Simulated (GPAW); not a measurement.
Consider CoSi2 (Fm-3m).

```xyz
3
Lattice="0.0000 2.6780 2.6780 2.6780 0.0000 2.6780 2.6780 2.6780 0.0000" Properties=species:S:1:pos:R:3 pbc="T T T"
Co    0.0000    0.0000    0.0000
Si    4.0170    4.0170    4.0170
Si    1.3390    1.3390    1.3390
```

Absorber: atom 2, with 4 Co at 2.32 Å and 6 Si at 2.68 Å (10-fold, site symmetry -43m). Method: GPAW, PBE, excited-electron core hole (neutral cell), 18-atom cell with 6.6 Å between holes, 4×4×4 k points, dipole transitions, Gaussian full width 0.9 eV up to 4 eV, rising linearly to 3.5 eV at 25 eV.

The database entry behind the starting cell differs from later determinations by our own check (0.1 to 0.3 % short, probably kX units), so it need not match the best structure at ambient conditions.

Question: Where do the maxima of the Si K edge fall?

Main maxima up to 24 eV above the zero (height): 2.1 eV (1.29), 3.5 eV (2.25), 13.5 eV (0.87) and 16.9 eV (0.83). A K edge sees empty p states on the absorber. The total-energy difference is 1836.63 eV. The tabulated edge of the element is 1839 eV. The functional leaves an error of a few eV in such absolute values.

The Si K spectrum (energy from the lowest empty level; intensity scaled to a mean of 1 over the first 20 eV):

```
E (eV)  intensity
  -2.0       0.00
  -1.4       0.00
  -0.8       0.01
  -0.2       0.11
   0.4       0.29
   1.0       0.46
   1.6       0.87
   2.2       1.29
   2.8       1.36
   3.4       2.24
   4.0       1.93
   4.6       1.73
   5.2       1.62
   5.8       1.48
   6.4       1.33
   7.0       1.23
   7.6       1.18
   8.2       1.09
   8.8       1.01
   9.4       0.90
  10.0       0.73
  10.6       0.58
  11.2       0.54
  11.8       0.61
  12.4       0.74
  13.0       0.84
  13.6       0.86
  14.2       0.83
  14.8       0.78
  15.4       0.78
  16.0       0.81
  16.6       0.83
  17.2       0.83
  17.8       0.82
  18.4       0.82
  19.0       0.83
  19.6       0.82
  20.2       0.79
  20.8       0.73
  21.4       0.68
  22.0       0.64
  22.6       0.61
  23.2       0.58
  23.8       0.56
  24.4       0.53
  25.0       0.50
  25.6       0.48
  26.2       0.46
  26.8       0.46
  27.4       0.48
  28.0       0.52
  28.6       0.58
  29.2       0.65
  29.8       0.73
  30.4       0.80
```

The hole lies in one spin channel, while the script sums the empty states of both and takes the lower zero; where the two channels are split, this blurs and shifts the curve. The starting moments shrank to 0.00 μB or less, so this is hardly a magnetic state. The mesh is coarse (0.29 Å⁻¹ between points), so small maxima may be mesh ripples. The structure is a published determination, not relaxed.

[Banner, clock and machine lines of the logs are left out without a mark of their own.]

[Logs are printed without paths, hosts, clocks, repeated set-up lines and the standing remarks that a program may print on its own settings, such as how far it seeks lower states.]

[Hosts, paths, dates, database ids (printed as entryN), source tags and the programs' standing remarks are cut or masked in the printed files.]

[Lists of maxima count a maximum above −3 eV only where it reaches 4 % of the highest in the window and stands out from its surroundings by 2 % of it (1.5 % where it reaches 55 %); shoulders and weaker maxima are passed over, and of the rest the first, up to two pre-edge ones and the few strongest are named.]
